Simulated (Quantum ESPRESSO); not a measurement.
**Pd (Palladium): phonons by linear response**

How does Pd (Palladium) vibrate, and is this structure a minimum?

Main program and level: Quantum ESPRESSO 7.5; DFT LDA, scalar-relativistic, plane waves, GBRV ultrasoft pseudopotentials.

## Step 1: Starting point

Symmetry: Fm-3m, No. 225, cubic system. The conventional cell has a = 3.893 Å, b = 3.893 Å, c = 3.893 Å, α = 90.00°, β = 90.00°, γ = 90.00°. Nearest to Pd lie 12 Pd at 2.75 Å.

## Step 2: A probe with smearing

A cheap run with smearing and empty bands tells whether the crystal has a gap, which decides between fixed occupations and smearing later on.

Input file probe.in:

```
&control
   calculation = 'scf'
   prefix = 'x'
   outdir = './tmp'
   pseudo_dir = './pseudo'
   tprnfor = .true.
   tstress = .true.
   verbosity = 'high'
/
&system
   ibrav = 0
   nat = 1
   ntyp = 1
   ecutwfc = 40.0
   ecutrho = 240.0
   occupations = 'smearing'
   smearing = 'gaussian'
   degauss = 0.01
   nspin = 2
   starting_magnetization(1) = 0.062
/
&electrons
   conv_thr = 1.0d-07
   mixing_beta = 0.4
   electron_maxstep = 100
/
ATOMIC_SPECIES
 Pd    106.4200  Pd.upf
CELL_PARAMETERS angstrom
     0.000000000    1.946500000    1.946500000
     1.946500000    0.000000000    1.946500000
     1.946500000    1.946500000    0.000000000
ATOMIC_POSITIONS crystal
 Pd     0.000000000   0.000000000   0.000000000
K_POINTS automatic
 8 8 8 0 0 0
```

Launch:

```sh
OMP_NUM_THREADS=1 mpirun -n 4 pw.x -nk 4 -in probe.in > probe.out
```

Output:

```text
[banners, grids, parts of the stress and lines that vanish by symmetry left out]
Program PWSCF v.7.5
     Message from routine setup:
     using ibrav=0 with symmetry is DISCOURAGED, use correct ibrav instead
[...]
kinetic-energy cutoff     =      40.0000  Ry
     charge density cutoff     =     240.0000  Ry
     scf convergence threshold =      1.0E-07
[...]
Exchange-correlation=  SLA  PZ   NOGX NOGC
                           (   1   1   0   0   0   0   0)
[...]
48 Sym. Ops., with inversion, found
[...]
(     0          1          0      )
                  (     0          0          1      )
[...]
( -0.0000000  1.0000000  0.0000000 )
                  ( -0.0000000  0.0000000  1.0000000 )
[...]
(     1          0         -1      )
[...]
(    -1          1          0      )
                  (     0          1         -1      )
[...]
( -1.0000000  0.0000000 -0.0000000 )
                  ( -0.0000000  1.0000000 -0.0000000 )
[...]
number of k points=    29  Gaussian smearing, width (Ry)=  0.0100
[...]
atom   1 (R=0.412)  charge= 14.4574  magn=  0.0003
     End of self-consistent calculation
[...]
the Fermi energy is    18.4898 ev
!    total energy              =    -198.79597758 Ry
[...]
convergence has been achieved in  12 iterations
[...]
atom    1 type  1   force =     0.00000000    0.00000000    0.00000000
[...]
Total force =     0.000000     Total SCF correction =     0.000000
[...]
total   stress  (Ry/bohr**3)                   (kbar)     P=      -66.51
[...]
XML data file, charge density, pseudopotentials, collected wavefunctions

   JOB DONE.

[key lines of the parts left out:]
total magnetization       =     0.00 Bohr mag/cell
```

The job ended after 2.9 s (4 MPI ranks of Arm Neoverse V1, shared host).

Numbers from this step:

| Quantity | Value |
| --- | --- |
| volume per atom | 14.75 Å³ |
| pressure | -6.651 GPa |
| gap on the k-mesh | 0 eV |

No gap opens on this mesh, so smearing is kept; the start stands at -6.7 GPa.

## Step 3: Relaxation

The relaxation runs at a cutoff a fifth above that of the response, since stress converges more slowly with the basis than frequencies do. Forces and stress are brought to rest with tight thresholds.

Input file relax.in:

```
&control
   calculation = 'vc-relax'
   prefix = 'x'
   outdir = './tmp'
   pseudo_dir = './pseudo'
   tprnfor = .true.
   tstress = .true.
   forc_conv_thr = 2.0d-05
   etot_conv_thr = 1.0d-07
   nstep = 40
/
&system
   ibrav = 0
   nat = 1
   ntyp = 1
   ecutwfc = 48
   ecutrho = 288.0
   occupations = 'smearing'
   smearing = 'mv'
   degauss = 0.02
/
&electrons
   conv_thr = 1.0d-11
   mixing_beta = 0.7
   electron_maxstep = 100
/
&ions
/
&cell
   press_conv_thr = 0.2
/
ATOMIC_SPECIES
 Pd    106.4200  Pd.upf
CELL_PARAMETERS angstrom
     0.000000000    1.946500000    1.946500000
     1.946500000    0.000000000    1.946500000
     1.946500000    1.946500000    0.000000000
ATOMIC_POSITIONS crystal
 Pd     0.000000000   0.000000000   0.000000000
K_POINTS automatic
 16 16 16 0 0 0
```

Launch:

```sh
OMP_NUM_THREADS=1 mpirun -n 4 pw.x -nk 4 -in relax.in > relax.out
```

Output:

```text
[banners, grids, parts of the stress and lines that vanish by symmetry left out]
[banner, memory and clock lines left out]
Program PWSCF v.7.5

[...]
kinetic-energy cutoff     =      48.0000  Ry
     charge density cutoff     =     288.0000  Ry
     scf convergence threshold =      1.0E-11
[...]
energy convergence thresh.=      1.0E-07
     force convergence thresh. =      2.0E-05
     press convergence thresh. =      2.0E-01
     Exchange-correlation=  SLA  PZ   NOGX NOGC
                           (   1   1   0   0   0   0   0)
[...]
48 Sym. Ops., with inversion, found
[...]
number of k points=   145  Marzari-Vanderbilt smearing, width (Ry)=  0.0200
[...]
End of self-consistent calculation
[...]
the Fermi energy is    18.4317 ev
!    total energy              =    -198.79746581 Ry
[...]
convergence has been achieved in   8 iterations
[...]
atom    1 type  1   force =     0.00000000    0.00000000    0.00000000
     Total force =     0.000000     Total SCF correction =     0.000000
[...]
total   stress  (Ry/bohr**3)                   (kbar)     P=      -78.82
[...]
number of bfgs steps    =   0
[...]
CELL_PARAMETERS (angstrom)
[...]
ATOMIC_POSITIONS (crystal)
Pd               0.0000000000        0.0000000000        0.0000000000
[...]
New effective cutoffs (rho, wfc):  293.76   49.31
[...]
End of self-consistent calculation
[...]
the Fermi energy is    19.4990 ev
!    total energy              =    -198.79847144 Ry
[...]
convergence has been achieved in   6 iterations
[...]
atom    1 type  1   force =     0.00000000    0.00000000    0.00000000
     Total force =     0.000000     Total SCF correction =     0.000000
[...]
total   stress  (Ry/bohr**3)                   (kbar)     P=        6.77
[...]
number of bfgs steps    =   1
[...]
CELL_PARAMETERS (angstrom)
[...]
ATOMIC_POSITIONS (crystal)
Pd               0.0000000000        0.0000000000        0.0000000000
[...]
New effective cutoffs (rho, wfc):  293.15   49.20
[...]
End of self-consistent calculation
[...]
the Fermi energy is    19.4146 ev
!    total energy              =    -198.79847904 Ry
[...]
convergence has been achieved in   6 iterations
[...]
atom    1 type  1   force =     0.00000000    0.00000000    0.00000000
     Total force =     0.000000     Total SCF correction =     0.000000
[...]
total   stress  (Ry/bohr**3)                   (kbar)     P=       -0.57
[...]
number of bfgs steps    =   2
[...]
CELL_PARAMETERS (angstrom)
[...]
ATOMIC_POSITIONS (crystal)
Pd               0.0000000000        0.0000000000        0.0000000000
[...]
New effective cutoffs (rho, wfc):  293.19   49.21
[...]
End of self-consistent calculation
[...]
the Fermi energy is    19.4212 ev
!    total energy              =    -198.79847909 Ry
[...]
convergence has been achieved in   5 iterations
[...]
atom    1 type  1   force =     0.00000000    0.00000000    0.00000000
     Total force =     0.000000     Total SCF correction =     0.000000
[...]
total   stress  (Ry/bohr**3)                   (kbar)     P=       -0.00
[...]
bfgs converged in   4 scf cycles and   3 bfgs steps
[...]
End of BFGS Geometry Optimization
     Final enthalpy           =    -198.7984790885 Ry
     File ./tmp/x.bfgs deleted, as requested
[...]
CELL_PARAMETERS (angstrom)
[...]
ATOMIC_POSITIONS (crystal)
Pd               0.0000000000        0.0000000000        0.0000000000
[...]
Final scf calculation at the relaxed structure.
[...]
kinetic-energy cutoff     =      48.0000  Ry
     charge density cutoff     =     288.0000  Ry
     scf convergence threshold =      1.0E-13
[...]
press convergence thresh. =      2.0E-01
     Exchange-correlation=  SLA  PZ   NOGX NOGC
                           (   1   1   0   0   0   0   0)
[...]
48 Sym. Ops., with inversion, found
[...]
number of k points=   145  Marzari-Vanderbilt smearing, width (Ry)=  0.0200
[...]
End of self-consistent calculation
[...]
the Fermi energy is    19.4212 ev
!    total energy              =    -198.79840520 Ry
[...]
convergence has been achieved in   8 iterations
[...]
atom    1 type  1   force =     0.00000000    0.00000000    0.00000000
     Total force =     0.000000     Total SCF correction =     0.000000
[...]
total   stress  (Ry/bohr**3)                   (kbar)     P=       -0.63
[...]
XML data file, charge density, pseudopotentials, collected wavefunctions
```

It took 16 s on 4 MPI ranks; 65 s of CPU time.

Relaxation path:

| step | energy less that of the first step (eV) | largest force (eV/Å) | pressure (GPa) | volume (Å³) |
| --- | --- | --- | --- | --- |
| 1 | 0.0000 | 0.0000 | -7.88 | 14.75 |
| 2 | -0.0137 | 0.0000 | 0.68 | 14.17 |
| 3 | -0.0138 | 0.0000 | -0.06 | 14.21 |
| 4 | -0.0138 | 0.0000 | 0.00 | 14.21 |
| 5 | -0.0128 | 0.0000 | -0.06 | 14.21 |

| conventional cell, symmetrised | before | after | change |
| --- | --- | --- | --- |
| a (Å) | 3.893 | 3.845 | -1.2 % |
| b (Å) | 3.893 | 3.845 | -1.2 % |
| c (Å) | 3.893 | 3.845 | -1.2 % |
| volume (Å³/atom) | 14.75 | 14.21 | -3.7 % |

Final coordinates:

```
CELL_PARAMETERS angstrom
0.00000 1.92228 1.92228
1.92228 0.00000 1.92228
1.92228 1.92228 0.00000
ATOMIC_POSITIONS crystal
Pd 0.00000 0.00000 0.00000
```

The last row of the table of steps is pw.x's closing run on a basis chosen anew for the final cell, so its energy can jump.

This step gave:

```
volume per atom : 14.21 Å³
pressure        : -0.063 GPa
```

The volume changes by -3.7 % from the cell with which this run began.

## Step 4: Ground state

The response is built on this ground state, so it is converged far tighter than an energy would need. Smearing stays on, as the first look found no gap above 0.3 eV.

Input file scf.in:

```
&control
   calculation = 'scf'
   prefix = 'x'
   outdir = './tmp'
   pseudo_dir = './pseudo'
   tprnfor = .true.
   tstress = .true.
/
&system
   ibrav = 0
   nat = 1
   ntyp = 1
   ecutwfc = 40.0
   ecutrho = 240.0
   occupations = 'smearing'
   smearing = 'mv'
   degauss = 0.02
/
&electrons
   conv_thr = 1.0d-12
   mixing_beta = 0.7
   electron_maxstep = 100
/
ATOMIC_SPECIES
 Pd    106.4200  Pd.upf
CELL_PARAMETERS angstrom
     0.000000000    1.922279815    1.922279815
     1.922279815    0.000000000    1.922279815
     1.922279815    1.922279815    0.000000000
ATOMIC_POSITIONS crystal
 Pd     0.000000000   0.000000000   0.000000000
K_POINTS automatic
 16 16 16 0 0 0
```

Launch:

```sh
OMP_NUM_THREADS=1 mpirun -n 4 pw.x -nk 4 -in scf.in > scf.out
```

Output:

```text
[banners, grids, parts of the stress and lines that vanish by symmetry left out]
[banner, memory and clock lines left out]
Program PWSCF v.7.5

[...]
kinetic-energy cutoff     =      40.0000  Ry
     charge density cutoff     =     240.0000  Ry
     scf convergence threshold =      1.0E-12
[...]
Exchange-correlation=  SLA  PZ   NOGX NOGC
                           (   1   1   0   0   0   0   0)
[...]
48 Sym. Ops., with inversion, found
[...]
number of k points=   145  Marzari-Vanderbilt smearing, width (Ry)=  0.0200
[...]
End of self-consistent calculation
[...]
the Fermi energy is    19.4213 ev
!    total energy              =    -198.79790347 Ry
[...]
convergence has been achieved in   8 iterations
[...]
atom    1 type  1   force =     0.00000000    0.00000000    0.00000000
     Total force =     0.000000     Total SCF correction =     0.000000
[...]
total   stress  (Ry/bohr**3)                   (kbar)     P=        2.71
[...]
XML data file, charge density, pseudopotentials, collected wavefunctions
```

The job ended after 4.1 s (4 MPI ranks).

Numbers from this step:

```
pressure : 0.271 GPa
```

The cell stands at 0.27 GPa, close enough for stiff modes, while soft ones can move.

(Part 1 of 3 ends here.)

[Host names and launcher messages were left out of these logs when they were recorded.]

[Logs are printed without paths, hosts, clocks, repeated set-up lines and the standing remarks that a program may print on its own settings, such as how far it seeks lower states.]

[Hosts, paths, dates, database ids (printed as entryN), source tags and the programs' standing remarks are cut or masked in the printed files.]
